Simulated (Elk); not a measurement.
# Fe3Ge: which magnetic order is lowest, part 2 of 2

Does Fe3Ge prefer parallel or opposed moments, or none?

Elk 11.2.3 (patched build); LDA (Perdew-Wang); all-electron APW+lo, Dirac cores, scalar-relativistic bands.

So far. Step 2 (Run 1 (ferro +++)): After 20 cycles the largest moment stands at 2.11 μB.

## 3. Start 2: antiferro q=(0,1/2,1/2) +-+-+-

An opposed order shows whether the pairs that it reverses prefer unlike signs.

The cell is doubled to 8 atoms to hold this order. Its mesh is chosen so that both cells sample the same points.

elk.in reads:

```
tasks
  0

xctype
  3

rgkmax
  7.0

nempty
  8

swidth
  0.005

reducebf
  0.5

epsengy
  1e-05

maxscl
  100

lmaxi
  3

spinpol
  .true.

sppath
  './'

avec
  6.91734346185 0.00000000000 0.00000000000
  0.00000000000 13.83468692370 0.00000000000
  0.00000000000 6.91734346185 6.91734346185

atoms
  2
  'Fe.in'
  6
  0.0000000000 0.0000000000 0.5000000000   0.000000 0.000000 -0.210000
  0.0000000000 0.5000000000 0.5000000000   0.000000 0.000000 0.210000
  0.5000000000 0.2500000000 0.0000000000   0.000000 0.000000 -0.210000
  0.5000000000 0.7500000000 0.0000000000   0.000000 0.000000 0.210000
  0.5000000000 0.7500000000 0.5000000000   0.000000 0.000000 -0.210000
  0.5000000000 0.2500000000 0.5000000000   0.000000 0.000000 0.210000
  'Ge.in'
  2
  0.0000000000 0.0000000000 0.0000000000   0.000000 0.000000 0.000000
  0.0000000000 0.5000000000 0.0000000000   0.000000 0.000000 0.000000

ngridk
  8 4 8
```

Started as:

```console
$ OMP_NUM_THREADS=4 elk
```

Numbers of over 12 decimals in the logs are rounded to 6 here.

The log of the run:

```text
Warning(init1): few empty states an atom for a second variation :    8.000000000
 they are its basis, with spin, DFT+U, afieldc (12 by default), in Hartree-Fock and RDMFT; 30 and more for pressures
Warning(gndstate): core states of species 2 leak from the muffin-tin :   0.3464191603E-03

--- INFO.OUT ---
┌─────────────────────────┐
│ Elk code version 11.2.3 │
└─────────────────────────┘

All units are atomic (Hartree, Bohr, etc.)

┌─────────────────────────────────────────────────┐
│ Ground-state run starting from atomic densities │
└─────────────────────────────────────────────────┘

Lattice vectors :
   6.917343462       0.000000000       0.000000000
   0.000000000       13.83468692       0.000000000
   0.000000000       6.917343462       6.917343462

Species : 1 (Fe)
 parameters loaded from : Fe.in
 name : iron
 nuclear charge    :   -26.00000000
 electronic charge :    26.00000000
 atomic mass :    101799.2075
 muffin-tin radius :    2.400000000
 number of radial points in muffin-tin :    497
 inner part over the whole radius :   0.9741561398E-02
 number on inner part of muffin-tin    :    350
 approximate nuclear radius :   0.7160107270E-04
 number of mesh points to nuclear radius :    166
 atomic positions (lattice), magnetic fields (Cartesian) :
  1 :   0.00000000  0.00000000  0.50000000    0.00000000  0.00000000 -0.21000000
  2 :   0.00000000  0.50000000  0.50000000    0.00000000  0.00000000  0.21000000
  3 :   0.50000000  0.25000000  0.00000000    0.00000000  0.00000000 -0.21000000
  4 :   0.50000000  0.75000000  0.00000000    0.00000000  0.00000000  0.21000000
  5 :   0.50000000  0.75000000  0.50000000    0.00000000  0.00000000 -0.21000000
  6 :   0.50000000  0.25000000  0.50000000    0.00000000  0.00000000  0.21000000

Species : 2 (Ge)
 parameters loaded from : Ge.in
 name : germanium
 nuclear charge    :   -32.00000000
 electronic charge :    32.00000000
 atomic mass :    132414.6196
 muffin-tin radius :    2.400000000
 number of radial points in muffin-tin :    497
 inner part over the whole radius :   0.9750779914E-02
 number on inner part of muffin-tin    :    351
 approximate nuclear radius :   0.7637961215E-04
 number of mesh points to nuclear radius :    170
 atomic positions (lattice), magnetic fields (Cartesian) :
  1 :   0.00000000  0.00000000  0.00000000    0.00000000  0.00000000  0.00000000
  2 :   0.00000000  0.50000000  0.00000000    0.00000000  0.00000000  0.00000000

Total number of atoms per unit cell :    8
Total muffin-tin volume :    463.2466863
 ratio of muffin-tin to unit cell volume :   0.6997844794

Spin treatment :
 spin-polarised
 global magnetic field (Cartesian) :    0.000000000       0.000000000       0.000000000
 collinear magnetisation in z-direction

Number of Bravais lattice symmetries :   16
Number of crystal symmetries         :    8
Crystal has no inversion symmetry
Complex Hermitian eigensolver will be used

k-point grid :      8     4     8
k-point offset :    0.000000000       0.000000000       0.000000000
k-point set is reduced with full crystal symmetry group
Total number of k-points :      100

Muffin-tin radius times maximum |G+k| :    7.000000000
 using average radius
Maximum |G+k| for APW functions       :    2.916666667
Maximum (1/2)|G+k|²                   :    4.253472222
Maximum |G| for potential and density :    12.00000000
Constant for pseudocharge density :    7
 order of it for each species :   14  14
 order of it for pair densities of each species (exact exchange by exxq0 0: 14) :   10  10
Radial integration step length :    1

G-vector grid sizes :     27    54    40
Number of G-vectors :    19455

Maximum angular momentum used for
 APW functions            :    8
 outer part of muffin-tin :    6
 inner part of muffin-tin :    3

Number of empty states         :     64
Total number of valence states :    254
Total number of core states    :     96

Third-order local-orbitals added for an l without core states : T
Total number of local-orbitals :    178

Exchange-correlation functional :      3     0     0
 Perdew-Wang/Ceperley-Alder, Phys. Rev. B 45, 13244 (1992)
 gradient requirement :    0
 local density approximation (LDA)

Smearing type :    3
 Fermi-Dirac
Smearing width :   0.5000000000E-02
Effective electronic temperature (K) :    1578.875124

Mixing type :    3
 Broyden mixing, J. Phys. A: Math. Gen. 17, L317 (1984)

Kohn-Sham potential initialised from atomic data

┌──────────────────────────────┐
│ Self-consistent loop started │
└──────────────────────────────┘

┌─────────────────┐
│ Loop number : 1 │
└─────────────────┘

Energies :
 Fermi                       :     0.201103
 sum of occupied eigenvalues :     -6834.2859246279
 electron kinetic            :      11992.623632709
 core electron kinetic       :      10839.731805402
 Coulomb                     :     -23333.966303979
 Coulomb potential           :     -18187.015287643
 nuclear-nuclear             :     -2013.7913919137
 electron-nuclear            :     -24528.403890760
 Hartree                     :      3208.2289786943
 Madelung                    :     -14240.458660157
 xc potential                :     -639.20499763368
 xc effective B-field        :    -0.574102
 external B-field            :      0.000000
 exchange                    :     -456.24816151232
 correlation                 :     -19.097497053085
 electron entropic           :    -0.19950549277493E-01
 total energy                :     -11816.708280385
 (external B-field energy excluded from total)

Density of states at Fermi energy :    239.2124379
 (states/Hartree/unit cell)

Estimated indirect band gap :   0.1486064175E-03
 from k-point 5 to k-point 60
Estimated direct band gap   :   0.1591847949E-02
 at k-point 11

Charges :
 core                        :    96.00000000
 valence                     :    124.0000000
 interstitial                :    7.408876967
 muffin-tins (core leakage)
  species : 1 (Fe)
   atom 1                    :    25.21453422     ( -0.3613843285E-05)
   atom 2                    :    25.21453422     ( -0.3613843285E-05)
   atom 3                    :    25.25861563     ( -0.3613843285E-05)
   atom 4                    :    25.25861563     ( -0.3613843285E-05)
   atom 5                    :    25.25861563     ( -0.3613843285E-05)
   atom 6                    :    25.25861563     ( -0.3613843285E-05)
  species : 2 (Ge)
   atom 1                    :    30.56379603     (  0.3757232454E-03)
   atom 2                    :    30.56379603     (  0.3757232454E-03)
 total in muffin-tins        :    212.5911230
 total calculated charge     :    219.9971142
 total charge                :    220.0000000
 error                       :   0.2885843948E-02

Moments :
 interstitial                :   0.2497791963E-17
 muffin-tins
  species : 1 (Fe)
   atom 1                    :    2.314085144
   atom 2                    :   -2.314085144
   atom 3                    :    2.277732641
   atom 4                    :   -2.277732641
   atom 5                    :    2.277732641
   atom 6                    :   -2.277732641
  species : 2 (Ge)
   atom 1                    :   0.1008887230E-02
   atom 2                    :  -0.1008887230E-02
 total in muffin-tins        :   0.8883952601E-15
 total moment                :   0.8908930521E-15

[... earlier loops left out ...]

┌──────────────────┐
│ Loop number : 28 │
└──────────────────┘

Energies :
 Fermi                       :     0.315653
 sum of occupied eigenvalues :     -6815.0263754277
 electron kinetic            :      12001.413409255
 core electron kinetic       :      10841.756511458
 Coulomb                     :     -23341.555522797
 Coulomb potential           :     -18186.667102238
 nuclear-nuclear             :     -2013.7913919137
 electron-nuclear            :     -24543.761619604
 Hartree                     :      3215.9974887202
 Madelung                    :     -14248.221971678
 xc potential                :     -629.38384134333
 xc effective B-field        :    -0.388841
 external B-field            :      0.000000
 exchange                    :     -456.55999583886
 correlation                 :     -19.121116045494
 electron entropic           :    -0.24769484866841E-01
 total energy                :     -11815.847994912
 (external B-field energy excluded from total)

Density of states at Fermi energy :    300.3298690
 (states/Hartree/unit cell)

Estimated indirect band gap :   0.2477278479E-03
 from k-point 48 to k-point 92
Estimated direct band gap   :   0.2128633485E-02
 at k-point 61

Charges :
 core                        :    96.00000000
 valence                     :    124.0000000
 interstitial                :    7.338087212
 muffin-tins (core leakage)
  species : 1 (Fe)
   atom 1                    :    25.18573737     ( -0.3613843271E-05)
   atom 2                    :    25.18573737     ( -0.3613843271E-05)
   atom 3                    :    25.19273748     ( -0.3613843656E-05)
   atom 4                    :    25.19273748     ( -0.3613843656E-05)
   atom 5                    :    25.19273748     ( -0.3613843656E-05)
   atom 6                    :    25.19273748     ( -0.3613843656E-05)
  species : 2 (Ge)
   atom 1                    :    30.75974407     (  0.3464191603E-03)
   atom 2                    :    30.75974407     (  0.3464191603E-03)
 total in muffin-tins        :    212.6619128
 total calculated charge     :    219.9972042
 total charge                :    220.0000000
 error                       :   0.2795835341E-02

Moments :
 interstitial                :   0.1076189375E-16
 muffin-tins
  species : 1 (Fe)
   atom 1                    :    1.990080553
   atom 2                    :   -1.990080553
   atom 3                    :    1.816025943
   atom 4                    :   -1.816025943
   atom 5                    :    1.816025943
   atom 6                    :   -1.816025943
  species : 2 (Ge)
   atom 1                    :  -0.4099274728E-03
   atom 2                    :   0.4099274728E-03
 total in muffin-tins        :   0.6660796047E-15
 total moment                :   0.6768414984E-15

┌──────────────────────────────┐
│ Self-consistent loop stopped │
└──────────────────────────────┘

Warning : core states of species 2 leak from the muffin-tin :   0.3464191603E-03

Wrote STATE.OUT
```

It took 22 min on 4 threads of Arm Neoverse V2, shared host; peak memory 0.63 GiB.

Spin moment in the muffin-tin sphere by atom:

```csv
atom,spin moment in the muffin-tin sphere (μB)
Fe1,1.99
Fe2,-1.99
Fe3,1.82
Fe4,-1.82
Fe5,1.82
Fe6,-1.82
Ge7,0.00
Ge8,0.00
```

Numbers from this step:

```
density of states at the Fermi level : 11.04 states/eV/cell
moment between the spheres           : 0 μB
magnetization                        : 0 μB
final state                          : antiferromagnetic
```

It lies 99.2 meV a seeded atom over the first start, and its largest moment is 1.99 μB against 2.11 μB.

## 4. Run 3 (no spin polarisation)

This run holds no moments, which gives a state to set the others against.

elk.in reads:

```
tasks
  0

xctype
  3

rgkmax
  7.0

nempty
  8

swidth
  0.005

epsengy
  1e-05

maxscl
  100

lmaxi
  3

sppath
  './'

avec
  6.91734346185 0.00000000000 0.00000000000
  0.00000000000 6.91734346185 0.00000000000
  0.00000000000 0.00000000000 6.91734346185

atoms
  2
  'Fe.in'
  3
  0.0000000000 0.5000000000 0.5000000000   0.000000 0.000000 0.000000
  0.5000000000 0.5000000000 0.0000000000   0.000000 0.000000 0.000000
  0.5000000000 0.0000000000 0.5000000000   0.000000 0.000000 0.000000
  'Ge.in'
  1
  0.0000000000 0.0000000000 0.0000000000   0.000000 0.000000 0.000000

ngridk
  8 8 8
```

Started as:

```console
$ OMP_NUM_THREADS=4 elk
```

The log of the run:

```text
Warning(gndstate): core states of species 2 leak from the muffin-tin :   0.3452008402E-03

--- INFO.OUT ---
┌─────────────────────────┐
│ Elk code version 11.2.3 │
└─────────────────────────┘

All units are atomic (Hartree, Bohr, etc.)

┌─────────────────────────────────────────────────┐
│ Ground-state run starting from atomic densities │
└─────────────────────────────────────────────────┘

Lattice vectors :
   6.917343462       0.000000000       0.000000000
   0.000000000       6.917343462       0.000000000
[...]
atom 2                    :    25.20227338     ( -0.3613843321E-05)
   atom 3                    :    25.20227338     ( -0.3613843321E-05)
  species : 2 (Ge)
   atom 1                    :    30.73307328     (  0.3452008402E-03)
 total in muffin-tins        :    106.3398934
 total calculated charge     :    109.9985318
 total charge                :    110.0000000
 error                       :   0.1468191748E-02

┌──────────────────────────────┐
│ Self-consistent loop stopped │
└──────────────────────────────┘

Warning : core states of species 2 leak from the muffin-tin :   0.3452008402E-03

Wrote STATE.OUT

[key lines of the parts left out:]
total energy                :     -5907.9065747753
```

The job ended after 8.7 s (4 threads; peak memory 0.11 GiB).

Numbers from this step:

| Property | Result |
| --- | --- |
| density of states at the Fermi level | 10.95 states/eV/cell |
| final state | non-magnetic (no spin polarisation) |

It lies 257 meV a seeded atom over the first start.

## 5. Ranking

These are free energies at a smearing of 0.136 eV, so its entropy term is in the differences. They are divided by the number of seeded atoms, so that cells of unlike size compare. Wavevectors q in the names are fractions of the reciprocal vectors of the first run's cell.

Orders:

```csv
start,final state,typed order kept,energy over the lowest (meV a seeded atom),largest sphere moment (μB),net moment (μB a primitive cell),DOS at the Fermi level (states/eV a primitive cell),mesh matched,CPU time (s)
ferro +++,ferromagnetic,yes,0,2.109,6.187,3.786,yes,248.1
"antiferro q=(0,1/2,1/2) +-+-+-",antiferromagnetic,yes,99.18,1.99,0,5.518,yes,5201
no spin polarisation,non-magnetic,-,257.2,0,0,10.95,yes,32.17
```

## 6. Summary of results

- lowest state found: ferromagnetic (typed ferro +++)
- largest site moment: 2.11 μB
- next state: antiferromagnetic, 99.2 meV a seeded atom higher
- energy gained by spin polarisation: 257 meV a seeded atom

What this shows: The lowest state found is ferromagnetic, reached from the start ferro +++, with moments up to 2.11 μB. The next state costs 99 meV a seeded atom. This is the lowest of 3 finished starts, no proof of the ground state.

[Logs and program files are shortened in this print: banners, set-up blocks, solver, clock and traceback lines can be left out without a mark of their own.]

[Logs are printed without paths, hosts, clocks, repeated set-up lines and the standing remarks that a program may print on its own settings, such as how far it seeks lower states.]

[Hosts, paths, dates, database ids (printed as entryN), source tags and the programs' standing remarks are cut or masked in the printed files.]

[Where a cell is said to come from a database of computed structures, the database is the Materials Project.]
